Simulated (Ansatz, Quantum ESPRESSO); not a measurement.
## C (Diamond): third-order response

Wanted: vibrational spectra of C (Diamond) from linear and non-linear response.

Calculated with Quantum ESPRESSO 8.0 development, patched; DFT LDA, scalar-relativistic, plane waves, PseudoDojo norm-conserving pseudopotentials.

The experiments to compare with:

For C, diamond (bulk crystal), “Fermi level pinning by defects can explain the large reported carbon 1s binding energy variations in diamond” (2019, arxiv:1902.02958) quotes earlier work: lattice constant a (cubic lattice constant, experimental literature value) 3.5669 Å [literature value used as input for the calculation cells; temperature not stated].

“Surface Morphology and Microstructure Evolution of Single Crystal Diamond during Different Homoepitaxial Growth Stages” (2021, pmc:8537231) reports for C, diamond cubic, by confocal Raman, 532 nm excitation (HPHT type Ib (001) substrate, 300 K): Raman mode (first-order diamond Raman peak, HPHT substrate (point V)) 1331.19 cm⁻¹ [nitrogen-containing type Ib HPHT substrate, measured on the cross-section; broader line …].

Report form: the programs' logs are mostly left out.

**1. The structure**

The structure is cubic, space group Fd-3m (No. 227). The conventional cell has a = 3.567 Å, b = 3.567 Å, c = 3.567 Å, α = 90.00°, β = 90.00°, γ = 90.00°. Nearest to C lie 4 C at 1.54 Å.

Coordinates:

```cif
data_structure
_symmetry_space_group_name_H-M 'Fd-3m:1'
_symmetry_Int_Tables_number 227
_cell_length_a 3.5667
_cell_length_b 3.5667
_cell_length_c 3.5667
_cell_angle_alpha 90.000
_cell_angle_beta 90.000
_cell_angle_gamma 90.000
_cell_volume 45.37
loop_
_atom_site_label
_atom_site_type_symbol
_atom_site_symmetry_multiplicity
_atom_site_Wyckoff_symbol
_atom_site_fract_x
_atom_site_fract_y
_atom_site_fract_z
_atom_site_occupancy
C1 C 8 b 0.00000 0.50000 0.00000 1
```

**2. A first look**

Before anything dear is run, a loose run with smearing shows whether this is a metal and how far the cell is from rest.

Input file probe.in:

```
&CONTROL
  calculation = 'scf'
  prefix      = 'x'
  outdir      = './tmp'
  pseudo_dir  = './pseudo'
  tprnfor     = .true.
  tstress     = .true.
  verbosity   = 'high'
/
&SYSTEM
  ibrav       = 2
  celldm(1)   = 6.74016176
  nat         = 2
  ntyp        = 1
  ecutwfc     = 82.0
  occupations = 'smearing'
  smearing    = 'gaussian'
  degauss     = 0.01
/
&ELECTRONS
  conv_thr         = 1.0d-07
  mixing_beta      = 0.7
  electron_maxstep = 100
/
ATOMIC_SPECIES
 C      12.0110  C.upf
ATOMIC_POSITIONS crystal
 C      0.500000000   0.500000000   0.500000000
 C      0.250000000   0.250000000   0.250000000
K_POINTS automatic
 8 8 8 0 0 0
```

Command:

```bash
$ OMP_NUM_THREADS=1 mpirun -n 2 pw.x -nk 2 -in probe.in > probe.out
```

Run time: 1.9 s. Hardware: 2 MPI ranks of Intel Xeon Platinum 8375C at 2.90GHz (Ice Lake), shared host; 3.4 s of CPU time.

Read from the output:

| Quantity | Value |
| --- | --- |
| volume per atom | 5.672 Å³ |
| pressure | -11.18 GPa |
| gap on the k-mesh | 4.141 eV |

A gap of 4.1 eV opens on this mesh, so the crystal is taken as an insulator; the start stands at -11 GPa.

**3. Relaxing the cell and atoms**

The relaxation runs at a cutoff a fifth above that of the response, since stress converges more slowly with the basis than frequencies do. Forces and stress are brought to rest with tight thresholds.

Input file relax.in:

```
&CONTROL
  calculation   = 'vc-relax'
  prefix        = 'x'
  outdir        = './tmp'
  pseudo_dir    = './pseudo'
  tprnfor       = .true.
  tstress       = .true.
  forc_conv_thr = 2.0d-05
  etot_conv_thr = 1.0d-07
  nstep         = 40
/
&SYSTEM
  ibrav       = 2
  celldm(1)   = 6.74016176
  nat         = 2
  ntyp        = 1
  ecutwfc     = 98
  occupations = 'fixed'
  nbnd        = 6
/
&ELECTRONS
  conv_thr         = 1.0d-11
  mixing_beta      = 0.7
  electron_maxstep = 100
/
&IONS
/
&CELL
  press_conv_thr = 0.2
/
ATOMIC_SPECIES
 C      12.0110  C.upf
ATOMIC_POSITIONS crystal
 C      0.500000000   0.500000000   0.500000000
 C      0.250000000   0.250000000   0.250000000
K_POINTS automatic
 10 10 10 0 0 0
```

Command:

```bash
$ OMP_NUM_THREADS=1 mpirun -n 2 pw.x -nk 2 -in relax.in > relax.out
```

Elapsed: 8.8 s, on 2 MPI ranks; 17 s of CPU time.

The steps of the relaxation:

| step | energy less that of the first step (eV) | largest force (eV/Å) | pressure (GPa) | volume (Å³) |
| --- | --- | --- | --- | --- |
| 1 | 0.0000 | 0.0000 | -10.98 | 11.34 |
| 2 | 0.0069 | 0.0000 | 15.68 | 10.72 |
| 3 | -0.0097 | 0.0000 | -0.20 | 11.07 |
| 4 | -0.0097 | 0.0000 | 0.01 | 11.07 |
| 5 | -0.0097 | 0.0000 | -0.01 | 11.07 |
| 6 | -0.0097 | 0.0000 | -0.01 | 11.07 |

| conventional cell, symmetrised | before | after | change |
| --- | --- | --- | --- |
| a (Å) | 3.567 | 3.538 | -0.8 % |
| b (Å) | 3.567 | 3.538 | -0.8 % |
| c (Å) | 3.567 | 3.538 | -0.8 % |
| volume (Å³/atom) | 5.67 | 5.53 | -2.4 % |

Final coordinates:

```xyz
2
Lattice="-1.7688 0.0000 1.7688 0.0000 1.7688 1.7688 -1.7688 1.7688 0.0000" Properties=species:S:1:pos:R:3 pbc="T T T"
C    -1.7688    1.7688    1.7688
C    -0.8844    0.8844    0.8844
```

The last row of the table of steps is pw.x's closing run on a basis chosen anew for the final cell, so its energy can jump.

Read from the output:

- volume per atom: 5.534 Å³
- pressure: -0.008 GPa
- gap on the k-mesh: 4.239 eV

The volume changes by -2.4 % from the cell with which this run began.

**4. Ground state**

The response is built on this ground state, so it is converged far tighter than an energy would need. With a gap, occupations are fixed, which also allows the response to an electric field.

Input file scf.in:

```
&CONTROL
  calculation = 'scf'
  prefix      = 'x'
  outdir      = './tmp'
  pseudo_dir  = './pseudo'
  tprnfor     = .true.
  tstress     = .true.
/
&SYSTEM
  ibrav       = 2
  celldm(1)   = 6.68492812
  nat         = 2
  ntyp        = 1
  ecutwfc     = 82.0
  occupations = 'fixed'
  nbnd        = 6
/
&ELECTRONS
  conv_thr         = 1.0d-12
  mixing_beta      = 0.7
  electron_maxstep = 100
/
ATOMIC_SPECIES
 C      12.0110  C.upf
ATOMIC_POSITIONS crystal
 C      0.500000000   0.500000000   0.500000000
 C      0.250000000   0.250000000   0.250000000
K_POINTS automatic
 12 12 12 0 0 0
```

Command:

```bash
$ OMP_NUM_THREADS=1 mpirun -n 2 pw.x -nk 2 -in scf.in > scf.out
```

It took 3.8 s on 2 MPI ranks; 7.3 s of CPU time.

This step gave:

```
pressure          : -0.2390 GPa
gap on the k-mesh : 4.225 eV
```

The cell stands at -0.24 GPa, close enough for stiff modes, while soft ones can move.

**5. Zone-centre response**

At q = 0 one unit cell holds all displacements; symmetry groups them into irreducible representations that are solved one by one. The response to a field gives ε∞ and the Born charges, which polar modes need. Third-order response adds the Raman tensors.

Input file ph.in:

```
phonons
&INPUTPH
  prefix = 'x'
  outdir = './tmp'
  fildyn = 'g.dyn'
  tr2_ph = 1.0d-18
  epsil  = .true.
  lraman = .true.
  elop   = .true.
/
0.000000000000 0.000000000000 0.000000000000
```

Command:

```bash
$ OMP_NUM_THREADS=1 mpirun -n 2 ph.x -nk 2 -in ph.in > ph.out
```

It took 1.8 min on 2 MPI ranks.

This step gave:

| Property | Result |
| --- | --- |
| miss of the charge sum rule | 3.20e-4 e |
| largest acoustic frequency at the zone centre before the sum rule | -1.34 cm⁻¹ |
| highest optical zone-centre mode (no LO-TO term) | 1322 cm⁻¹ |
| lowest optical zone-centre mode | 1322 cm⁻¹ |
| mean high-frequency dielectric constant | 5.706 |

Born charge (rows field, columns displacement), before the sum rule (e), principal values of the symmetric part by kind of site:

| atom | atoms with these values | low | middle | high | mean |
| --- | --- | --- | --- | --- | --- |
| C1 | 2 | -0.0002 | -0.0002 | -0.0002 | -0.0002 |

In full for C1:

```
-0.0002  0.0000  0.0000
 0.0000 -0.0002  0.0000
 0.0000  0.0000 -0.0002
```

High-frequency dielectric tensor:

```
5.71 0.00 0.00
0.00 5.71 0.00
0.00 0.00 5.71
```

The acoustic modes at Γ come out as far as 1.3 cm⁻¹ from zero, where they should vanish, a small numerical error; the Born charges miss their sum rule by 3.2e-4 e, which is good.

**6. Modes with the sum rule**

A rigid shift of the crystal must cost nothing, but grids and finite bases break this; the acoustic sum rule is imposed before the matrix is diagonalised again.

Input file dynmat.in:

```
&INPUT
  fildyn = 'g.dyn'
  asr    = 'simple'
  fileig = 'dynmat.eig'
  lperm  = .true.
/
```

Command:

```bash
$ dynmat.x -in dynmat.in > dynmat.out
```

Run time: 0.6 s. Hardware: 1 thread.

Unit eigenvectors of the mass-weighted matrix after the sum rule; no LO-TO term. Modes at Γ:

| mode | frequency (cm⁻¹) | symmetry |
| --- | --- | --- |
| 1 | 0.0 | acoustic |
| 2 | 0.0 | acoustic |
| 3 | 0.0 | acoustic |
| 4 | 1322.0 | T2g |
| 5 | 1322.0 | T2g |
| 6 | 1322.0 | T2g |

Displacements in mode 5 (1322.0 cm⁻¹), the largest set to 1:
```
C1   0.00  0.00  1.00
C2   0.00  0.00 -1.00
```

Degenerate modes summed. Raman lines, with heights relative to the strongest:

| position (cm⁻¹) | lines merged | label | Raman activity, relative |
| --- | --- | --- | --- |
| 1322 | 3 | T2g | 100 |

The rule moves no optical mode by more than 0.1 cm⁻¹.

**7. Sum rules set otherwise: a sum rule for molecules or wires on a crystal**

This rule also removes rotations, which suits wires and not a crystal; it is tried to see the harm.

Input file dynmat.in:

```
&INPUT
  fildyn = 'g.dyn'
  asr    = 'one-dim'
  fileig = 'dynmat.eig'
  lperm  = .true.
/
```

Command:

```bash
$ dynmat.x -in dynmat.in > dynmat.out
```

Run time: 0.58 s. Hardware: 1 thread.

The run ended normally, but on settings that are not sound.

The fault: a sum rule for molecules or wires on a crystal; 1 optical mode is projected out to zero frequency, as if it were a rotation.

For a crystal the rule has to be 'simple' or 'crystal'.

Zone-centre frequencies as printed; negative means imaginary. Modes:

| mode | frequency (cm⁻¹) |
| --- | --- |
| 1 | 0 |
| 2 | 0 |
| 3 | 0 |
| 4 | 0 |
| 5 | 1322 |
| 6 | 1322 |

**8. The same in Ansatz**

A second program on the same cell, potentials, cutoff and meshes tests the implementation of the phonon response, not its convergence. Its field response is summed in its own way. Its k mesh is centred on Γ.

This step: DFT LDA, scalar-relativistic, plane waves, PseudoDojo norm-conserving pseudopotentials (Ansatz 0.2.0).

Input file input.yaml:

```yaml
crystal:
  lattice:
    - [-1.7687558078, 0.0, 1.7687558078]
    - [0.0, 1.7687558078, 1.7687558078]
    - [-1.7687558078, 1.7687558078, 0.0]
  atoms:
    - { symbol: C, position: [0.5, 0.5, 0.5] }
    - { symbol: C, position: [0.25, 0.25, 0.25] }
kpoints:
  mp_grid: { grid: [12, 12, 12] }
hamiltonian:
  xc: lda
  pseudopotentials: { kind: nc, accuracy: standard }
scf:
  occupations: { method: fixed }
output:
  eigenvalues: true
basis:
  ecutwfc: 1115.667
phonons:
  method: dfpt
  dielectric: true
  rigid_motions: translations
  raman: true
```

Command:

```bash
$ ansatz run input.yaml --threads 2 --pin off --max-ram 4096MiB --backend cpu --events-out ev --progress --plain --runs-dir out
```

Run time: 42 s. Hardware: 2 threads; peak memory 0.76 GiB.

This step gave:

```
sum-rule residual before enforcement     : 5.16e-4 eV/Å²
miss of the charge sum rule              : 1.04e-4 e
estimated error of the dielectric tensor : 0.01438
estimated error of the Born charges      : 0.004078 e
mean high-frequency dielectric constant  : 5.705
```

Activity x (w_L - w)^4 (n + 1)/w, 532 nm, 300 K. Lines of the Raman spectrum (strongest = 100):

| position (cm⁻¹) | label | Stokes intensity, strongest 100 |
| --- | --- | --- |
| 1322 | T2g | 100 |

**9. The two compared: QE PseudoDojo and Ansatz, PseudoDojo**

Worked out from the results:

* root-mean-square difference: 0 cm⁻¹
* largest difference: 0 cm⁻¹

Frequencies side by side, by row:

| q (reciprocal lattice) | mode | QE PseudoDojo (cm⁻¹) | Ansatz, PseudoDojo (cm⁻¹) |
| --- | --- | --- | --- |
| 0 0 0 | 1 | 0 | 0 |
| 0 0 0 | 2 | 0 | 0 |
| 0 0 0 | 3 | 0 | 0 |
| 0 0 0 | 4 | 1322 | 1322 |
| 0 0 0 | 5 | 1322 | 1322 |
| 0 0 0 | 6 | 1322 | 1322 |

The two runs side by side. Further quantities:

| quantity | QE PseudoDojo | Ansatz, PseudoDojo |
| --- | --- | --- |
| mean ε∞ | 5.706 | 5.705 |
| largest Born charge in size (e; the first before, the second after the charge sum rule) | 0 | 0 |
| summed IR intensity ((D/Å)²/amu) | 0 | 0 |
| summed Raman activity (Å⁴/amu) | 210.9 | 211.2 |

At the zone centre the largest difference (acoustic modes at Γ apart) is 7.6e-4 % of the highest mode.

**10. Outcome**

```yaml
space_group_after_relaxation: Fd-3m
volume_per_atom: 5.53 Å³
gap_on_the_k_mesh: 4.23 eV
highest_optical_zone_centre_mode_no_lo_to_term: 1322 cm⁻¹
mean_high_frequency_dielectric_constant: 5.71
imaginary_optical_modes_at_the_zone_centre_no_q_mesh_in_this_session: none
largest_difference_from_ansatz_pseudodojo: 0 cm⁻¹
```

What this shows: The largest Raman activity of C (Diamond) lies at 1322 cm⁻¹. At the LDA level the optical modes of C (Diamond) at the zone centre lie at 1322 cm⁻¹. QE PseudoDojo and Ansatz, PseudoDojo agree to 0.01 cm⁻¹ (7.6e-4 % of the highest mode compared) on all solved modes but the acoustic ones at Γ. These are harmonic frequencies at zero temperature: anharmonic shifts and linewidths and thermal expansion are left out. The build is a development version in which the Raman tensors of release 7.5 are mended; dynmat.x leaves out the electro-optic term of LO lines.

Computed beside measured:

| quantity | measured | LDA PseudoDojo norm-conserving, Quantum ESPRESSO | LDA PseudoDojo norm-conserving |
| --- | --- | --- | --- |
| lattice constant a (Å) | 3.5669 | 3.538 (-0.8 %) | - |
| Raman mode, first-order diamond Raman … (cm⁻¹) | 1331.19 | 1322 (-0.7 %) | 1322 (-0.7 %) |

Measured values from arxiv:1902.02958 (2019) and pmc:8537231 (2021).

**Verdict.** The lattice constant a is off by -0.8 %: fair agreement. The Raman mode is off by -0.7 % at LDA PseudoDojo norm-conserving, Quantum ESPRESSO: good agreement. The grades are ours: good and fair within 0.7 and 1.5 % for the lattice constant a and 3 and 7 % for the Raman mode. 1 further measured lines are left out: they lack a usable label, or no computed mode of their label or degeneracy could be paired (by label, or within 15 % without labels). Zero-point motion and thermal expansion (measured at up to 300 K) are not in the computed lattice constants and Raman mode.

[Host names and launcher messages were left out of these logs when they were recorded.]

[Logs are printed without paths, hosts, clocks, repeated set-up lines and the standing remarks that a program may print on its own settings, such as how far it seeks lower states.]

[Hosts, paths, dates, database ids (printed as entryN), source tags and the programs' standing remarks are cut or masked in the printed files.]
